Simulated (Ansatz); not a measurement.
# A hypothetical structure for Li2ZrNiS4

This structure for Li2ZrNiS4 is made up. Its elements were placed in a known structure type with a cell scaled to their sizes. What cell does the guess relax to, and how far off was it?

Calculated with Ansatz 0.2.0; DFT, PBE, plane-wave PAW, files of the set soft_1, scalar-relativistic, ferromagnetic start, cell and ions relaxed at zero pressure; PAW set soft_1, in the first sound run; inputs show where later runs differ.

### 1. The structure

Symmetry: P2/m, No. 10, monoclinic system. The conventional cell has a = 6.243 Å, b = 3.673 Å, c = 6.304 Å, α = 90.00°, β = 109.24°, γ = 90.00°. Nearest to Zr lie 6 S at 2.49 to 2.52 Å. Nearest to Ni lie 6 S at 2.51 to 2.57 Å. Nearest to S lie 2 Zr at 2.52 Å and 3 Li at 2.55 to 2.65 Å and 1 Ni at 2.57 Å. Nearest to S lie 1 Zr at 2.49 Å and 2 Ni at 2.51 Å and 3 Li at 2.63 to 2.66 Å. Li has 6 S at 2.55 to 2.66 Å nearest. Nearest to Li lie 6 S at 2.63 to 2.65 Å. Farther neighbours and most contacts between anions are not listed.

### 2. Relaxing cell and atoms

The guess takes its coordinates from another compound and its volume from a rule, so the cell and any free coordinates are relaxed together.

Input file input.yaml:

```yaml
crystal:
  lattice:
    - [6.243, 0.0, 0.0]
    - [0.0, 3.673, 0.0]
    - [-2.077331057, 0.0, 5.951899838]
  atoms:
    - { symbol: Zr, position: [0.5, 0.0, 0.5] }
    - { symbol: Ni, position: [0.5, 0.5, 0.0], spin: 1.0 }
    - { symbol: S, position: [0.7389, 0.5, 0.737] }
    - { symbol: S, position: [0.7276, 0.0, 0.2423] }
    - { symbol: S, position: [0.2611, 0.5, 0.263] }
    - { symbol: S, position: [0.2724, 0.0, 0.7577] }
    - { symbol: Li, position: [0.0, 0.5, 0.5] }
    - { symbol: Li, position: [0.0, 0.0, 0.0] }
magnetization:
  spin_polarized: true
kpoints:
  mp_grid: { grid: [5, 7, 5] }
scf:
  occupations: { method: fermi_dirac, width: 0.05 }
hamiltonian:
  xc: pbe
  pseudopotentials: { kind: paw, azcp: { folder: soft_1 } }
relax:
  f_tol: 0.015
  max_steps: 70
  cell: {}
output:
  forces: true
  stress: true
```

Command:

```sh
$ ansatz run input.yaml --threads 4 --pin off --max-ram 10240MiB --backend cpu --events-out ev --progress --plain --runs-dir out
```

Numbers of over 12 decimals in the logs are rounded to 6 here.

The log of the run:

```text
Engine: ansatz 0.2.0, aarch64-unknown-linux-gnu
Pseudopotentials: kind: paw
Pseudopotential: Zr, paw, valence charge 12, recommended cutoff 420 eV (normal), soft_1/Zr.paw.azcp
Pseudopotential: Ni, paw, valence charge 18, recommended cutoff 420 eV (normal), soft_1/Ni.paw.azcp
Pseudopotential: S, paw, valence charge 6, recommended cutoff 420 eV (normal), soft_1/S.paw.azcp
Pseudopotential: Li, paw, valence charge 3, recommended cutoff 420 eV (normal), soft_1/Li.paw.azcp
Functional definition: PBE
  parameter kappa = 0.804
  parameter beta = 0.066725
  exchange = pbe_x(kappa = kappa, mu = beta*pi^2/3)
  correlation = pbe_c(beta = beta)
Crystal: 8 atoms, lattice volume = 136.480 Å³
Basis set: ecut = 420 eV, 2641 PW (Γ), exchange–correlation on 90×50×90 points (8 copies of the dense FFT grid, shifted against one another)
Bands: 39, of which v1, the nominal top of the filled ones, is band 30 counted from 1 (29 counted from 0)
Symmetry: 4 space group operations
Space group: P2/m (ITA 10), of the structure as read, at distance tolerance 5.1e-5 Å
Magnetic group: BNS 10.42 (UNI 49), of the structure as read, at distance tolerance 5.1e-5 Å
k-points: 52 of 175
Non-local potential: Zr, projectors of the file, l = 0: 3, l = 1: 2, l = 2: 2, l = 3: 1
Non-local potential: Ni, projectors of the file, l = 0: 3, l = 1: 2, l = 2: 3, l = 3: 1
Non-local potential: S, projectors of the file, l = 0: 2, l = 1: 2, l = 2: 1
Non-local potential: Li, projectors of the file, l = 0: 3, l = 1: 2, l = 2: 1
PAW form: soft (Blöchl's): semilocal exchange-correlation on the pseudo side does not see the compensation charge
PAW one-centre angular grid: Zr, 590 points (default); XC on 64 Gauss nodes
PAW one-centre angular grid: Ni, 590 points (default); XC on 64 Gauss nodes
PAW one-centre angular grid: S, 110 points (default); XC on 64 Gauss nodes
PAW one-centre angular grid: Li, 110 points (default); XC on 96 Gauss nodes
Initial density: superposition of atomic densities (chi_scale 0.1, normalization cell, long waves kept (reshape's long-wave potential 0.03 eV rms))
Starting moments: Σ|m| = 1 μB on 1 of 8 sites
Initial wavefunctions: pseudopotential atomic-orbital guess
Functional: x = pbe(κ = 0.804, μ = 0.219515), c = pbe(β = 0.066725)
SCF iter   1: F=—  HF=-14049.434633 eV  |F-HF|=—  |Δ(HF+E_count)|=         —  Δρ=4.34e-2 (↑4.34e-2 ↓3.78e-2)  dr2=7.76e0  dr2_m=1.18e-1  M=1.435 μB ∫|m|=1.438 μB  β_m=0.30  ethr=3.10e-3  ⟨swp⟩=8.5  Hψ=19141  notcnv=0  defer=22
Mixer restart at iter 1: flushing history
preconditioner: auto → Kerker (q_TF=auto, 2.379 Å⁻¹)  [metal: Δε(μ)=0.009 eV  Ē_g=7.744 eV  σ=0.050 eV  W_gap=0.04  n_scr=30 (ndim 8)  ℏωp=20.1 eV  f_vac=0.000  D(μ)=4.30/eV (n_scr^D=30)]
spin=Collinear: Kerker preconditioning applied to the charge; magnetization (m = ρ↑ − ρ↓) channel mixes plain (no charge-response kernel on spin).
SCF iter   2: F=—  HF=-14049.810625 eV  |F-HF|=—  |Δ(HF+E_count)|=   3.76e-1  Δρ=2.11e-2 (↑1.89e-2 ↓2.11e-2)  dr2=1.98e0  dr2_m=2.22e-1  M=1.671 μB ∫|m|=1.678 μB  β_m=0.36  ethr=3.10e-3  ⟨swp⟩=3.0  Hψ=9170  notcnv=0  defer=204
SCF iter   3: F=—  HF=-14049.805986 eV  |F-HF|=—  |Δ(HF+E_count)|=   4.64e-3  Δρ=1.74e-2 (↑1.74e-2 ↓1.24e-2)  dr2=7.49e-1  dr2_m=1.44e-1  M=1.838 μB ∫|m|=1.852 μB  β_m=0.51  ethr=3.10e-3  ⟨swp⟩=2.5  Hψ=5257  notcnv=0  defer=201
SCF iter   4: F=—  HF=-14049.993353 eV  |F-HF|=—  |Δ(HF+E_count)|=   1.87e-1  Δρ=8.23e-3 (↑3.36e-3 ↓8.23e-3)  dr2=9.43e-2  dr2_m=1.38e-2  M=1.984 μB ∫|m|=2.039 μB  β_m=0.59  ethr=1.25e-3  ⟨swp⟩=3.0  Hψ=6795  notcnv=0  defer=201
SCF iter   5: F=—  HF=-14049.991247 eV  |F-HF|=—  |Δ(HF+E_count)|=         —  Δρ=3.35e-3 (↑1.30e-3 ↓3.35e-3)  dr2=1.93e-2  dr2_m=3.07e-3  M=1.991 μB ∫|m|=2.059 μB  β_m=0.59  ethr=1.57e-4  ⟨swp⟩=2.1  Hψ=6694  notcnv=0  defer=221
Mixer restart at iter 5: flushing history
SCF iter   6: F=—  HF=-14049.995140 eV  |F-HF|=—  |Δ(HF+E_count)|=   3.89e-3  Δρ=1.42e-3 (↑1.42e-3 ↓7.57e-4)  dr2=6.68e-3  dr2_m=3.14e-4  M=1.990 μB ∫|m|=2.061 μB  β_m=0.62  ethr=3.21e-5  ⟨swp⟩=2.1  Hψ=6012  notcnv=0  defer=223
SCF iter   7: F=—  HF=-14049.996405 eV  |F-HF|=—  |Δ(HF+E_count)|=   1.26e-3  Δρ=1.90e-3 (↑8.73e-4 ↓1.90e-3)  dr2=8.65e-3  dr2_m=4.08e-4  M=1.991 μB ∫|m|=2.065 μB  β_m=0.56  ethr=1.11e-5  ⟨swp⟩=2.0  Hψ=7588  notcnv=0  defer=223
SCF iter   8: F=—  HF=-14049.996161 eV  |F-HF|=—  |Δ(HF+E_count)|=   2.45e-4  Δρ=5.14e-4 (↑2.71e-4 ↓5.14e-4)  dr2=1.49e-3  dr2_m=3.07e-5  M=1.990 μB ∫|m|=2.066 μB  β_m=0.78  ethr=1.11e-5  ⟨swp⟩=2.2  Hψ=7149  notcnv=0  defer=223
SCF iter   9: F=—  HF=-14049.996218 eV  |F-HF|=—  |Δ(HF+E_count)|=   5.69e-5  Δρ=2.01e-4 (↑1.17e-4 ↓2.01e-4)  dr2=2.53e-4  dr2_m=3.24e-6  M=1.990 μB ∫|m|=2.066 μB  β_m=0.86  ethr=2.49e-6  ⟨swp⟩=2.2  Hψ=5768  notcnv=0  defer=223
SCF iter  10: F=—  HF=-14049.996187 eV  |F-HF|=—  |Δ(HF+E_count)|=   3.04e-5  Δρ=1.42e-4 (↑4.46e-5 ↓1.42e-4)  dr2=4.26e-5  dr2_m=3.81e-6  M=1.990 μB ∫|m|=2.067 μB  β_m=0.93  ethr=4.21e-7  ⟨swp⟩=2.0  Hψ=5601  notcnv=0  defer=223
SCF iter  11: F=—  HF=-14049.996186 eV  |F-HF|=—  |Δ(HF+E_count)|=   1.48e-6  Δρ=7.45e-5 (↑3.20e-5 ↓7.45e-5)  dr2=1.47e-5  dr2_m=7.13e-7  M=1.990 μB ∫|m|=2.067 μB  β_m=0.96  ethr=7.09e-8  ⟨swp⟩=2.2  Hψ=4843  notcnv=0  defer=223
SCF iter  12: F=—  HF=-14049.996184 eV  |F-HF|=—  |Δ(HF+E_count)|=   1.44e-6  Δρ=2.83e-5 (↑1.02e-5 ↓2.83e-5)  dr2=1.88e-6  dr2_m=1.27e-7  M=1.990 μB ∫|m|=2.067 μB  β_m=0.98  ethr=2.45e-8  ⟨swp⟩=2.1  Hψ=5528  notcnv=0  defer=223
SCF iter  13: F=—  HF=-14049.996184 eV  |F-HF|=—  |Δ(HF+E_count)|=   2.24e-8  Δρ=9.87e-6 (↑2.77e-6 ↓9.87e-6)  dr2=2.34e-7  dr2_m=2.44e-8  M=1.990 μB ∫|m|=2.067 μB  β_m=0.99  ethr=3.13e-9  ⟨swp⟩=2.2  Hψ=5600  notcnv=0  defer=223
SCF iter  14: F=—  HF=-14049.996184 eV  |F-HF|=—  |Δ(HF+E_count)|=   1.63e-8  Δρ=1.17e-6 (↑9.11e-7 ↓1.17e-6)  dr2=1.17e-8  dr2_m=1.39e-10  M=1.990 μB ∫|m|=2.067 μB  β_m=0.94  ethr=3.90e-10  ⟨swp⟩=2.1  Hψ=5754  notcnv=0  defer=223
SCF iter  15: F=-14049.996184 eV  HF=-14049.996184 eV  |F-HF|=3.90e-9  |Δ(HF+E_count)|=  8.99e-10  Δρ=1.38e-6 (↑5.39e-7 ↓1.38e-6)  dr2=5.39e-9  dr2_m=8.10e-10  M=1.990 μB ∫|m|=2.067 μB  ethr=1.95e-11  ⟨swp⟩=1.9  Hψ=12802  notcnv=0
SCF 1 converged in 15 iterations: F = -14049.996184 eV  dr2 = 5.39e-9
  greatest PAW one-centre occupation: 1.001 electrons in one spin orbital (limit 2), on the Ni atom at site 1 (counted from 0), in its partial waves of l = 1
[...]
SCF iter   8: F=—  HF=-14050.209937 eV  |F-HF|=—  |Δ(HF+E_count)|=   2.62e-7  Δρ=7.95e-6 (↑2.51e-6 ↓7.95e-6)  dr2=1.22e-7  dr2_m=1.08e-8  M=1.984 μB ∫|m|=2.067 μB  β_m=0.93  ethr=6.94e-10  ⟨swp⟩=2.1  Hψ=6151  notcnv=0
SCF iter   9: F=-14050.209937 eV  HF=-14050.209937 eV  |F-HF|=1.16e-7  |Δ(HF+E_count)|=   9.46e-8  Δρ=7.59e-6 (↑1.99e-6 ↓7.59e-6)  dr2=1.30e-7  dr2_m=1.21e-8  M=1.984 μB ∫|m|=2.067 μB  ethr=2.04e-10  ⟨swp⟩=2.9  Hψ=14717  notcnv=0
SCF 3 converged in 9 iterations: F = -14050.209937 eV  dr2 = 1.30e-7
relax step   3: F+E_penalty+E_count = -14050.20993733 eV  Δ(F+E_penalty+E_count) = -8.042e-2 eV  max|allowed force component| = 7.756e-2 eV/Å  Δτ_max = 0.0547 Å  P = -0.515 GPa  Ω = 136.559 Å³  energy of the carried Pulay correction = -9.871e-6 eV  (9 SCF iters, dr2 threshold 8.00e-7 eV, accepted)
[...]
relax step   4: F+E_penalty+E_count = -14050.21189450 eV  Δ(F+E_penalty+E_count) = -1.957e-3 eV  max|allowed force component| = 2.126e-2 eV/Å  Δτ_max = 0.0064 Å  P = -0.022 GPa  Ω = 135.935 Å³  energy of the carried Pulay correction = +6.816e-5 eV  (8 SCF iters, dr2 threshold 8.00e-7 eV, accepted)
[...]
relax step   5: F+E_penalty+E_count = -14050.21209567 eV  Δ(F+E_penalty+E_count) = -2.012e-4 eV  max|allowed force component| = 1.081e-2 eV/Å  Δτ_max = 0.0029 Å  P = +0.019 GPa  Ω = 135.784 Å³  energy of the carried Pulay correction = +8.700e-5 eV  (6 SCF iters, dr2 threshold 2.82e-8 eV, accepted)
Initial wavefunctions: pseudopotential atomic-orbital guess (no wavefunctions were taken with the density)
iter 1 solved again at ethr=1.29e-6 eV; its pass at ethr=3.10e-3 eV (dr2=7.73e-4 eV) is discarded
SCF iter   1: F=—  HF=-14050.210445 eV  |F-HF|=—  |Δ(HF+E_count)|=         —  Δρ=1.50e-4 (↑1.41e-4 ↓1.50e-4)  dr2=4.31e-6  dr2_m=1.23e-6  M=1.983 μB ∫|m|=2.065 μB  β_m=0.65  ethr=1.29e-6  ⟨swp⟩=3.7  Hψ=31068  notcnv=0
spin=Collinear: Kerker preconditioning applied to the charge; magnetization (m = ρ↑ − ρ↓) channel mixes plain (no charge-response kernel on spin).
SCF iter   2: F=—  HF=-14050.211787 eV  |F-HF|=—  |Δ(HF+E_count)|=   1.34e-3  Δρ=5.20e-5 (↑5.04e-5 ↓5.20e-5)  dr2=3.69e-7  dr2_m=1.51e-7  M=1.983 μB ∫|m|=2.065 μB  β_m=0.58  ethr=7.18e-9  ⟨swp⟩=2.5  Hψ=7101  notcnv=0
SCF iter   3: F=—  HF=-14050.211970 eV  |F-HF|=—  |Δ(HF+E_count)|=   1.83e-4  Δρ=1.62e-5 (↑1.62e-5 ↓1.43e-5)  dr2=2.10e-7  dr2_m=1.86e-8  M=1.983 μB ∫|m|=2.065 μB  β_m=0.51  ethr=6.14e-10  ⟨swp⟩=2.0  Hψ=7226  notcnv=0
SCF iter   4: F=—  HF=-14050.211980 eV  |F-HF|=—  |Δ(HF+E_count)|=   1.01e-5  Δρ=8.15e-6 (↑4.16e-6 ↓8.15e-6)  dr2=6.60e-8  dr2_m=1.42e-8  M=1.983 μB ∫|m|=2.065 μB  β_m=0.75  ethr=3.50e-10  ⟨swp⟩=2.0  Hψ=7215  notcnv=0
SCF iter   5: F=—  HF=-14050.211981 eV  |F-HF|=—  |Δ(HF+E_count)|=   1.27e-6  Δρ=5.87e-6 (↑1.33e-6 ↓5.87e-6)  dr2=5.98e-8  dr2_m=9.51e-9  M=1.983 μB ∫|m|=2.065 μB  β_m=0.88  ethr=1.10e-10  ⟨swp⟩=2.3  Hψ=6158  notcnv=0
SCF iter   6: F=—  HF=-14050.211981 eV  |F-HF|=—  |Δ(HF+E_count)|=   1.48e-7  Δρ=1.06e-6 (↑1.06e-6 ↓1.00e-6)  dr2=2.94e-9  dr2_m=9.26e-10  M=1.983 μB ∫|m|=2.065 μB  β_m=0.94  ethr=9.96e-11  ⟨swp⟩=2.6  Hψ=7007  notcnv=0
SCF iter   7: F=—  HF=-14050.211999 eV  |F-HF|=—  |Δ(HF+E_count)|=   1.72e-5  Δρ=9.22e-7 (↑9.22e-7 ↓8.41e-7)  dr2=2.35e-9  dr2_m=1.62e-10  M=1.983 μB ∫|m|=2.065 μB  β_m=0.96  ethr=4.90e-12  ⟨swp⟩=3.1  Hψ=8665  notcnv=0
SCF iter   8: F=—  HF=-14050.211999 eV  |F-HF|=—  |Δ(HF+E_count)|=   4.55e-9  Δρ=2.18e-7 (↑2.18e-7 ↓2.06e-7)  dr2=1.40e-10  dr2_m=1.53e-11  M=1.983 μB ∫|m|=2.065 μB  β_m=0.98  ethr=3.92e-12  ⟨swp⟩=2.0  Hψ=6140  notcnv=0
SCF iter   9: F=—  HF=-14050.211999 eV  |F-HF|=—  |Δ(HF+E_count)|=  2.86e-10  Δρ=5.22e-8 (↑5.22e-8 ↓3.82e-8)  dr2=9.09e-12  dr2_m=1.36e-12  M=1.983 μB ∫|m|=2.065 μB  β_m=0.99  ethr=1.00e-12  ⟨swp⟩=2.0  Hψ=5669  notcnv=0
SCF iter  10: F=-14050.211999 eV  HF=-14050.211999 eV  |F-HF|=3.64e-12  |Δ(HF+E_count)|=  2.91e-11  Δρ=1.67e-8 (↑5.89e-9 ↓1.67e-8)  dr2=6.65e-13  dr2_m=1.18e-13  M=1.983 μB ∫|m|=2.065 μB  ethr=1.00e-12  ⟨swp⟩=3.2  Hψ=13338  notcnv=0
SCF 6 converged in 10 iterations: F = -14050.211999 eV  dr2 = 6.65e-13
relax step   6: F+E_penalty+E_count = -14050.21199866 eV  Δ(F+E_penalty+E_count) = +9.701e-5 eV  max|allowed force component| = 1.082e-2 eV/Å  Δτ_max = 0.0000 Å  P = +0.020 GPa  Ω = 135.784 Å³  stress off target by 2.96e-2 GPa  SCF on the basis re-selected at this cell (its energy is not comparable with the rows above)  (10 SCF iters)
basis re-selected at this cell: Δ(F+E_penalty+E_count) = +9.701e-5 eV, ΔP = +0.001 GPa vs the last step (what re-selecting the basis moved, of the pressure what is left beyond the Pulay correction that the steps carried, after the strain that the cell walked since its last selection, with what the two solves' SCF thresholds leave and, on support functions, any second-order correction that the steps lacked; it is no m [...]
SCF converged after 10 iterations
Magnetization: 1.9826 μB (30.9913 up, 29.0087 down)
Absolute magnetization: 2.0637 μB (∫|ρ↑−ρ↓|, with the PAW one-centre terms)
Spin contamination: 0.0127 ħ² per cell (⟨S²⟩ above its minimum at these occupations)
Per-site moments (μB) at R_I (Å): [(0.028047, 1.050894), (1.288926, 1.016235), (0.075101, 1.036994), (0.137694, 1.016235), (0.075101, 1.036994), (0.137694, 1.016235), (0.032210, 1.070468), (-0.000949366, 1.061002)]
Free energy (F): -14050.211999 eV
Harris-Foulkes:  -14050.211999 eV  (|F-HF|=3.64e-12)
Internal energy: -14050.207031 eV  (E = F + TS)
E sigma→0 (E₀):  -14050.209515 eV
Entropy (-TS):   -0.004967 eV (-0.621 meV/atom)
Fermi energy:    8.085416 eV
--- Per-component energies (eV) ---
  E_band       = -752.202847
  E_kinetic    = 1107.911515
  E_local      = -6590.352934  (includes V_loc(G=0)·N_el)
  E_nonlocal   = 55.925837
  E_hartree    = 3062.415342
  E_xc         = -642.042667
  E_vxc        = -683.453274  (∫ρ·V_xc dr)
  E_paw        = -7103.263288  (= ΣΔE_a)
  E_vpaw       = -767.065982  (= ΣTr[D̂ρ^β])
  E_aug_tail   = 0.001375  (compensation charges beyond the density's cutoff)
  E_ewald      = -3940.802211
  E_smearing   = -0.004967  (= −TS)
  E_closure    = 0.000000  (closes the sum)
  Σ components = -14050.211999   (vs F -14050.211999, Δ=0.00e0)
--- Forces (eV/Å), atoms counted from 1 ---
  atom   1  Zr     0.00000000     0.00000000    -0.00000000
  atom   2  Ni     0.00000000     0.00000000    -0.00000000
  atom   3  S     -0.00505033    -0.00000000     0.00590727
  atom   4  S      0.01082419    -0.00000000     0.00434484
  atom   5  S      0.00505033     0.00000000    -0.00590727
  atom   6  S     -0.01082419     0.00000000    -0.00434484
  atom   7  Li     0.00000000     0.00000000     0.00000000
  atom   8  Li     0.00000000     0.00000000    -0.00000000
  max |Σ_I F_I| component: 8.67e-19 eV/Å
--- Stress (GPa, compression-positive) ---
        0.016233       0.000000       0.011054
        0.000000       0.024672      -0.000000
        0.011054      -0.000000       0.020394
  P = ⅓ Tr σ = 0.0204 GPa (0.204 kbar)
--- Relaxed structure (5 steps of the walk, 5 accepted, 1 SCFs on fresh bases) ---
  F+E_penalty+E_count = -14050.21199866 eV   max|allowed force component| = 1.082e-2 eV/Å   (the final SCF, on the basis selected at the relaxed cell)
  cell:  # Å, volume = 135.7843 Å³
    - [6.428424, 0.0, 0.087023]
    - [0.0, 3.636557, 0.0]
    - [-2.056065, 0.0, 5.780540]
  atoms:
    - { symbol: Zr, position: [0.5, 0.0, 0.500000] }
    - { symbol: Ni, position: [0.5, 0.500000, 8.673617379884035e-19] }
    - { symbol: S, position: [0.743739, 0.500000, 0.751513] }
    - { symbol: S, position: [0.726796, 0.0, 0.227587] }
    - { symbol: S, position: [0.256261, 0.500000, 0.248487] }
    - { symbol: S, position: [0.273204, 0.0, 0.772413] }
    - { symbol: Li, position: [0.0, 0.500000, 0.500000] }
    - { symbol: Li, position: [1.3983586253401583e-19, 0.0, 0] }
```

It took 61 s on 4 threads of Arm Neoverse V1, shared host; peak memory 0.76 GiB.

Relaxation path:

| step | energy less that of the first step (eV) | largest force component (eV/Å) | pressure (GPa) | volume (Å³) |
| --- | --- | --- | --- | --- |
| 1 | 0.0000 | 0.9254 | 1.78 | 136.48 |
| 2 | -0.1333 | 0.5918 | -2.41 | 137.18 |
| 3 | -0.2138 | 0.0776 | -0.52 | 136.56 |
| 4 | -0.2157 | 0.0213 | -0.02 | 135.93 |
| 5 | -0.2159 | 0.0108 | 0.02 | 135.78 |
| 6* | -0.2158 | 0.0108 | 0.02 | 135.78 |

Relaxation steps marked * repeat the geometry before them on a plane-wave basis chosen anew for their cell, so energy and pressure can jump there.

Forces are held to the 4 operations that the run works with; a distortion that breaks them can't arise in this run.

| cell as run | before | after | change |
| --- | --- | --- | --- |
| a (Å) | 6.243 | 6.429 | +3.0 % |
| b (Å) | 3.673 | 3.637 | -1.0 % |
| c (Å) | 6.304 | 6.135 | -2.7 % |
| β (°) | 109.24 | 108.80 | -0.4 % |
| volume (Å³/atom) | 17.06 | 16.97 | -0.5 % |

The atoms that moved most (Å, as changes of fractional coordinates times the final cell):

| atom | dx | dy | dz | length |
| --- | --- | --- | --- | --- |
| S6 | -0.025 | 0.000 | 0.085 | 0.089 |
| S4 | 0.025 | 0.000 | -0.085 | 0.089 |
| S3 | 0.001 | 0.000 | 0.084 | 0.084 |
| S5 | -0.001 | 0.000 | -0.084 | 0.084 |

Numbers from this step:

```yaml
free_energy: -14050.2120 eV
energy_at_zero_smearing: -14050.2095 eV
smearing_term_ts: 0.004967 eV
fermi_energy: 8.085 eV
gap_by_band_count: 0.04161 eV
magnetization: 1.983 μB
absolute_magnetization: 2.064 μB
site_moments: 0.02805, 1.289, 0.07510, 0.1377, 0.07510, 0.1377, 0.03221, -9.49e-4 μB
electrons: 60
symmetry_operations: 4
pressure: 0.02043 GPa
```

Site moment by atom:

| atom | site moment (μB) |
| --- | --- |
| Zr1 | 0.03 |
| Ni2 | 1.29 |
| S3 | 0.08 |
| S4 | 0.14 |
| S5 | 0.08 |
| S6 | 0.14 |
| Li7 | 0.03 |
| Li8 | 0.00 |

Shortest distances by pair of elements, guess and relaxed (not always the same contact):

| pair | guess (Å) | relaxed (Å) |
| --- | --- | --- |
| Ni–S | 2.509 | 2.464 |
| S–Zr | 2.486 | 2.548 |
| Li–S | 2.548 | 2.572 |
| S–S | 3.419 | 3.325 |
| Ni–Zr | 3.648 | 3.566 |

The relaxation ends with a largest force component of 0.011 eV/Å and a pressure of 0.02 GPa.

[end of part 1 of 2]

[Logs are printed without paths, hosts, clocks, repeated set-up lines and the standing remarks that a program may print on its own settings, such as how far it seeks lower states.]

[Hosts, paths, dates, database ids (printed as entryN), source tags and the programs' standing remarks are cut or masked in the printed files.]
